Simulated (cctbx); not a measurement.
# A crystallographic session in cctbx: EuPdCl4

Library: cctbx 2025.11. The data are simulated by the first script.

## 1. Simulate the data

run.py:

```python
from cctbx import adptbx, crystal, miller, sgtbx, xray
from cctbx.array_family import flex
from iotbx.shelx import hklf
from scitbx import matrix
import scitbx.random

cs = crystal.symmetry(unit_cell=(7.06, 7.06, 13.154, 90, 90, 90), space_group_symbol='Hall: -I 4 2c')  # I4/mcm
atoms = [  # label, site, U (iso, or U11 U22 U33 U12 U13 U23 in A^2), occupancy
    ("Eu1", (0.5, 0.5, 0.25), 0.0040, 0.95),
    ("Pd1", (0.5, 0.5, 0.25), 0.0040, 0.05),
    ("Pd2", (0.5, 0, 0), 0.0046, 0.95),
    ("Eu2", (0.5, 0, 0), 0.0046, 0.05),
    ("Cl1", (0.1672, 0.3328, 0.3711), 0.0063, 1),
]
xs = xray.structure(crystal_symmetry=cs)
for label, site, u, occ in atoms:
    u = adptbx.u_cif_as_u_star(cs.unit_cell(), u) if isinstance(u, tuple) else u
    xs.add_scatterer(xray.scatterer(label, site=site, u=u, occupancy=occ))
xs.set_inelastic_form_factors(1.54184, "sasaki")
xs.show_summary()
p1 = xs.expand_to_p1()
ms = miller.build_set(p1, anomalous_flag=True, d_min=0.83)
flex.set_random_seed(685664)
scitbx.random.set_random_seed(685664)
ms = ms.select(flex.random_double(ms.size()) < 0.5)
i = ms.structure_factors_from_scatterers(p1, algorithm="direct").f_calc().as_intensity_array().data()
i = i / flex.sqrt(1 + 0.1 * i / flex.max(i))  # extinction
i = i * 40000 / flex.max(i)
sig = flex.sqrt(i + flex.pow2(0.06 * i) + 2 ** 2)
noise = scitbx.random.variate(scitbx.random.normal_distribution())(i.size())
data = ms.array(data=i + sig * noise, sigmas=sig).set_observation_type_xray_intensity()
with open("data.hkl", "w") as f:
    data.export_as_shelx_hklf(f)
print("reflections written:", data.size(), " <I/sigma> = %.1f" % flex.mean(data.data() / data.sigmas()))
for h, a, b in list(data.sort("data"))[:12]:
    print("%4d%4d%4d %9.1f %7.1f" % (h + (a, b)))
```

```console
$ python run.py
```

```text
Number of scatterers: 5
At special positions: 5
Unit cell: (7.06, 7.06, 13.154, 90, 90, 90)
Space group: I 4/m c m (No. 140)
reflections written: 2412  <I/sigma> = 5.3
   0  -2   4   45149.5  2390.7
   0   0   8   44208.9  2408.3
   0   2   4   43096.8  2390.7
  -2   0  -4   39084.6  2390.7
   0   0  -8   38540.8  2408.3
  -2   0   4   38377.2  2390.7
   1  -1   2   33412.6  1830.6
  -2  -2   0   32623.3  1950.7
  -1  -1   2   32134.4  1830.6
   2  -2   0   31842.2  1950.7
   2   2   0   31002.6  1950.7
   6   0   0   30791.8  1609.7
```

It took 0.3 s on 1 thread of Arm Neoverse V2 (shared host), peak memory 0.07 GiB.

## 2. Refinement

run.py:

```python
import math
from cctbx import adptbx, crystal, maptbx, sgtbx, xray
from cctbx.array_family import flex
from cctbx.xray import observations
from iotbx.shelx import hklf
from scitbx.lstbx import normal_eqns_solving
from smtbx import absolute_structure, utils
from smtbx.refinement import constraints, least_squares

cs = crystal.symmetry(unit_cell=(7.06, 7.06, 13.154, 90, 90, 90), space_group_symbol='Hall: -I 4 2c')  # I4/mcm
atoms = [  # label, site, U (iso, or U11 U22 U33 U12 U13 U23 in A^2), occupancy
    ("Eu1", (0.5, 0.5, 0.25), 0.0200, 1),
    ("Pd2", (0.5, 0, 0), 0.0200, 1),
    ("Cl1", (0.1672, 0.3328, 0.3711), 0.0200, 1),
]
xs = xray.structure(crystal_symmetry=cs)
for label, site, u, occ in atoms:
    u = adptbx.u_cif_as_u_star(cs.unit_cell(), u) if isinstance(u, tuple) else u
    xs.add_scatterer(xray.scatterer(label, site=site, u=u, occupancy=occ))
xs.set_inelastic_form_factors(1.54184, "sasaki")
xs.convert_to_anisotropic()
raw = hklf.reader(file_name="data.hkl").as_miller_arrays(crystal_symmetry=cs, anomalous=True)[0]
merged = raw.eliminate_sys_absent().merge_equivalents()
fo2 = merged.array().set_observation_type_xray_intensity()
print("Rint %.3f, %d unique reflections to %.2f A" % (merged.r_int(), fo2.size(), fo2.d_min()))
for sc in xs.scatterers():
    sc.flags.set_grad_site(True)
    sc.flags.set_grad_u_aniso(sc.flags.use_u_aniso())
    sc.flags.set_grad_u_iso(sc.flags.use_u_iso())
obs = fo2.as_xray_observations()
extra = {}
rep = constraints.reparametrisation(xs, [], utils.connectivity_table(xs), **extra)
ls = least_squares.crystallographic_ls(obs, rep, weighting_scheme=least_squares.mainstream_shelx_weighting(a=0, b=0))
print("cycle     R1     wR2    GooF  max shift (A)")
for cycle in range(12):
    ls.build_up()
    r1, wr2, goof = ls.r1_factor(cutoff_factor=2)[0], ls.wR2(), ls.goof()
    old = xs.sites_cart()
    normal_eqns_solving.levenberg_marquardt_iterations(ls, n_max_iterations=3, tau=1e-06, step_threshold=1e-7)
    big = flex.max((xs.sites_cart() - old).norms())
    print("%4d %7.4f %7.4f %7.3f %9.5f" % (cycle + 1, r1, wr2, goof, big))
    ls.build_up(objective_only=True)
    if abs(ls.wR2() - wr2) < 5e-5 and big < 5e-4:
        break
ls.build_up()
print("final R1 %.4f wR2 %.4f GooF %.3f  parameters %d  data/parameter %.1f" % (ls.r1_factor(cutoff_factor=2)[0], ls.wR2(), ls.goof(), ls.n_parameters, fo2.size() / ls.n_parameters))
cov = ls.covariance_matrix_and_annotations()
su = dict(zip(cov.annotations, (math.sqrt(max(v, 0)) for v in cov.matrix.matrix_packed_u_diagonal())))
a2 = cs.unit_cell().reciprocal_parameters()[0] ** -2
print("atom        x        y        z      Ueq    occ   su(xyz)  su(Uiso or U11)")
for sc in xs.scatterers():
    s = max(su.get(sc.label + k, 0) for k in (".x", ".y", ".z"))
    npd = "" if sc.is_positive_definite_u(cs.unit_cell()) else "  NPD"
    print("%-5s %8.5f %8.5f %8.5f %8.4f %6.3f %8.5f %7.4f%s" % ((sc.label,) + sc.site + (sc.u_iso_or_equiv(cs.unit_cell()), sc.occupancy, s, su.get(sc.label + ".uiso", su.get(sc.label + ".u11", 0) * a2), npd)))
fo = fo2.f_sq_as_f()
fc = fo.structure_factors_from_scatterers(xs, algorithm="direct").f_calc()
diff = fo.f_obs_minus_f_calc(1 / math.sqrt(ls.scale_factor()), fc).average_bijvoet_mates()
m = diff.fft_map(symmetry_flags=maptbx.use_space_group_symmetry, resolution_factor=0.25).apply_volume_scaling()
print("difference map: max %.2f min %.2f rms %.2f" % (m.statistics().max(), m.statistics().min(), m.statistics().sigma()))
peaks = m.peak_search(parameters=maptbx.peak_search_parameters(min_distance_sym_equiv=0.6, max_clusters=6)).all()
near = xs.closest_distances(peaks.sites(), distance_cutoff=4)
sps = cs.special_position_settings(min_distance_sym_equiv=0.5)
for k, (x, h) in enumerate(zip(peaks.sites(), peaks.heights())):
    ss = sps.site_symmetry(x)
    print("Q%-3d %7.4f %7.4f %7.4f %4d %7.2f  %.2f A from %s" % ((k + 1,) + tuple(t % 1 for t in ss.exact_site()) + (ss.multiplicity(), h, near.smallest_distances[k], xs.scatterers()[near.i_seqs[k]].label)))
```

```console
$ python run.py
```

```text
Rint 0.047, 176 unique reflections to 0.83 A
cycle     R1     wR2    GooF  max shift (A)
   1  0.1049  0.2384   7.480   0.00113
   2  0.0181  0.0550   1.727   0.00001
final R1 0.0181 wR2 0.0550 GooF 1.727  parameters 11  data/parameter 16.0
atom        x        y        z      Ueq    occ   su(xyz)  su(Uiso or U11)
Eu1    0.50000  0.50000  0.25000   0.0043  1.000  0.00000  0.0004
Pd2    0.50000  0.00000  0.00000   0.0038  1.000  0.00000  0.0004
Cl1    0.16720  0.33280  0.37119   0.0055  1.000  0.00011  0.0004
difference map: max 1.88 min -0.85 rms 0.18
Q1    0.0000  0.0000  0.2500    4    1.88  0.00 A from Eu1
Q2    0.0000  0.5000  0.0000    4    1.52  0.00 A from Pd2
Q3    0.0000  0.0000  0.0336    8    0.62  2.85 A from Eu1
Q4    0.1629  0.3371  0.1873   16    0.54  1.86 A from Cl1
Q5    0.0000  0.2776  0.2500   16    0.53  1.96 A from Eu1
Q6    0.0117  0.2328  0.0000   16    0.52  1.89 A from Pd2
```

Time: 0.62 s.

This run holds a fault made on purpose: disorder ignored: each site full, of its main element.

## 3. Refinement (occupancies of the disordered sites free, main element alone)

run.py, as its changes from the last script of this kind:

```diff
@@ -12,3 +12,3 @@
-    ("Eu1", (0.5, 0.5, 0.25), 0.0200, 1),
-    ("Pd2", (0.5, 0, 0), 0.0200, 1),
-    ("Cl1", (0.1672, 0.3328, 0.3711), 0.0200, 1),
+    ("Eu1", (0.5, 0.5, 0.25), 0.0120, 1),
+    ("Pd2", (0.5, 0, 0), 0.0120, 1),
+    ("Cl1", (0.1672, 0.3328, 0.37119), 0.0120, 1),
@@ -29,0 +30 @@
+    sc.flags.set_grad_occupancy(sc.label in ('Eu1', 'Pd2'))
@@ -35 +36 @@
-for cycle in range(12):
+for cycle in range(20):
@@ -54,0 +56,2 @@
+print("su of occupancy Eu1: %.3f" % su["Eu1.occ"])
+print("su of occupancy Pd2: %.3f" % su["Pd2.occ"])
```

```console
$ python run.py
```

```text
Rint 0.047, 176 unique reflections to 0.83 A
cycle     R1     wR2    GooF  max shift (A)
   1  0.0531  0.1255   3.961   0.00023
   2  0.0167  0.0498   1.573   0.00005
   3  0.0167  0.0497   1.570   0.00001
final R1 0.0167 wR2 0.0497 GooF 1.570  parameters 13  data/parameter 13.5
atom        x        y        z      Ueq    occ   su(xyz)  su(Uiso or U11)
Eu1    0.50000  0.50000  0.25000   0.0041  0.985  0.00000  0.0004
Pd2    0.50000  0.00000  0.00000   0.0050  1.011  0.00000  0.0005
Cl1    0.16717  0.33283  0.37119   0.0060  1.000  0.00010  0.0004
su of occupancy Eu1: 0.009
su of occupancy Pd2: 0.010
difference map: max 1.75 min -0.87 rms 0.16
Q1    0.0000  0.0000  0.2500    4    1.75  0.00 A from Eu1
Q2    0.0000  0.5000  0.0000    4    0.87  0.00 A from Pd2
Q3    0.0000  0.0000  0.0332    8    0.67  2.85 A from Eu1
Q4    0.1634  0.3366  0.1866   16    0.56  1.86 A from Cl1
Q5    0.0110  0.2321  0.0000   16    0.55  1.89 A from Pd2
Q6    0.0000  0.2789  0.2500   16    0.53  1.97 A from Eu1
```

Run time: 0.6 s on 1 thread of Arm Neoverse V2 (shared host), peak memory 0.09 GiB.

[Logs are printed without paths, hosts, clocks, repeated set-up lines and the standing remarks that a program may print on its own settings, such as how far it seeks lower states.]
